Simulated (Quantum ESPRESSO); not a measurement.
Computed C K edges (Quantum ESPRESSO XSpectra, LDA, excited-electron core hole (neutral cell), supercells with 5.9 to 6.1 Å between holes, Lorentzian half width 0.4 eV up to 4 eV, rising linearly to 1.75 eV at 25 eV (folded afterwards from narrower runs), without spin-orbit coupling) of these absorbers are given in random order:
A. LuC2 (Immm): 1 C at 1.31 Å, 2 Lu at 2.45 Å and 2 Lu at 2.52 Å (5-fold, site symmetry m2m)
B. LuC2 (I4/mmm): 1 C at 1.31 Å, 1 Lu at 2.38 Å and 4 Lu at 2.60 Å (6-fold, site symmetry 4mm)

Energy from 279.4 eV of photon energy (total-energy differences, less 6.7 eV, the free-atom term for the hole's spin); mean of 1 over the first 20 eV. In the free atom LDA prices this hole about 3 eV below PBE, which is itself good to a few eV.

| E (eV) | spectrum 1 | spectrum 2 |
| --- | --- | --- |
| -2.0 | 0.11 | 0.09 |
| -1.5 | 0.15 | 0.12 |
| -1.0 | 0.23 | 0.16 |
| -0.5 | 0.46 | 0.26 |
| 0.0 | 1.17 | 0.58 |
| 0.5 | 1.66 | 1.11 |
| 1.0 | 1.45 | 1.47 |
| 1.5 | 1.16 | 1.58 |
| 2.0 | 0.94 | 1.71 |
| 2.5 | 0.92 | 1.60 |
| 3.0 | 0.83 | 1.23 |
| 3.5 | 0.66 | 0.90 |
| 4.0 | 0.74 | 0.83 |
| 4.5 | 0.96 | 1.02 |
| 5.0 | 1.10 | 1.18 |
| 5.5 | 1.12 | 1.26 |
| 6.0 | 1.13 | 1.27 |
| 6.5 | 1.31 | 1.24 |
| 7.0 | 1.48 | 1.20 |
| 7.5 | 1.54 | 1.19 |
| 8.0 | 1.48 | 1.17 |
| 8.5 | 1.36 | 1.04 |
| 9.0 | 1.18 | 0.89 |
| 9.5 | 0.99 | 0.75 |
| 10.0 | 0.85 | 0.65 |
| 10.5 | 0.78 | 0.59 |
| 11.0 | 0.76 | 0.61 |
| 11.5 | 0.79 | 0.68 |
| 12.0 | 0.83 | 0.78 |
| 12.5 | 0.86 | 0.89 |
| 13.0 | 0.88 | 0.99 |
| 13.5 | 0.90 | 1.05 |
| 14.0 | 0.95 | 1.05 |
| 14.5 | 1.02 | 1.00 |
| 15.0 | 1.06 | 0.92 |
| 15.5 | 1.03 | 0.88 |
| 16.0 | 0.96 | 0.86 |
| 16.5 | 0.88 | 0.85 |
| 17.0 | 0.81 | 0.86 |
| 17.5 | 0.75 | 0.85 |
| 18.0 | 0.72 | 0.82 |
| 18.5 | 0.70 | 0.79 |
| 19.0 | 0.69 | 0.77 |
| 19.5 | 0.71 | 0.76 |
| 20.0 | 0.72 | 0.75 |
| 20.5 | 0.74 | 0.74 |
| 21.0 | 0.75 | 0.73 |
| 21.5 | 0.76 | 0.71 |
| 22.0 | 0.75 | 0.69 |
| 22.5 | 0.73 | 0.67 |
| 23.0 | 0.71 | 0.63 |
| 23.5 | 0.70 | 0.59 |
| 24.0 | 0.69 | 0.56 |
| 24.5 | 0.68 | 0.53 |
| 25.0 | 0.67 | 0.52 |
| 25.5 | 0.66 | 0.51 |
| 26.0 | 0.65 | 0.51 |
| 26.5 | 0.64 | 0.52 |
| 27.0 | 0.62 | 0.54 |
| 27.5 | 0.61 | 0.56 |
| 28.0 | 0.60 | 0.59 |
| 28.5 | 0.58 | 0.61 |
| 29.0 | 0.56 | 0.63 |
| 29.5 | 0.54 | 0.64 |
| 30.0 | 0.52 | 0.63 |
| 30.5 | 0.50 | 0.61 |
| 31.0 | 0.49 | 0.58 |
| 31.5 | 0.49 | 0.55 |
| 32.0 | 0.50 | 0.52 |

Q: Which spectrum belongs to which crystal?

Spectrum 1 is A (rising edge 279.1 eV, maxima 0.4 eV (1.67) and 7.5 eV (1.55) above its zero). Spectrum 2 is B (rising edge 279.5 eV, maxima 1.9 eV (1.72) and 5.8 eV (1.27) above its zero). After the best relative shift (up to 4 eV allowed) the shapes differ by 23 % r.m.s. (of the curve's own r.m.s. level). Between 0 and 20 eV on the axis shown, they part most near 2.2 eV, where LuC2 (I4/mmm) is higher by 0.8. The rising edges span 0.4 eV, lowest for LuC2 (Immm). The computed edges of the forms differ. How much of a difference is left by the finite cells wasn't tested for these crystals.

Lanthanide 4f electrons are frozen in the core. Lifetime broadening is put in by hand, and intensities beyond about 20 eV depend on it. All cells keep the holes under 6.5 Å apart, so shapes are probably not fully converged. The structures are entries of the Materials Project (computed), used as given.

[Hosts, paths, dates, database ids (printed as entryN), source tags and the programs' standing remarks are cut or masked in the printed files.]
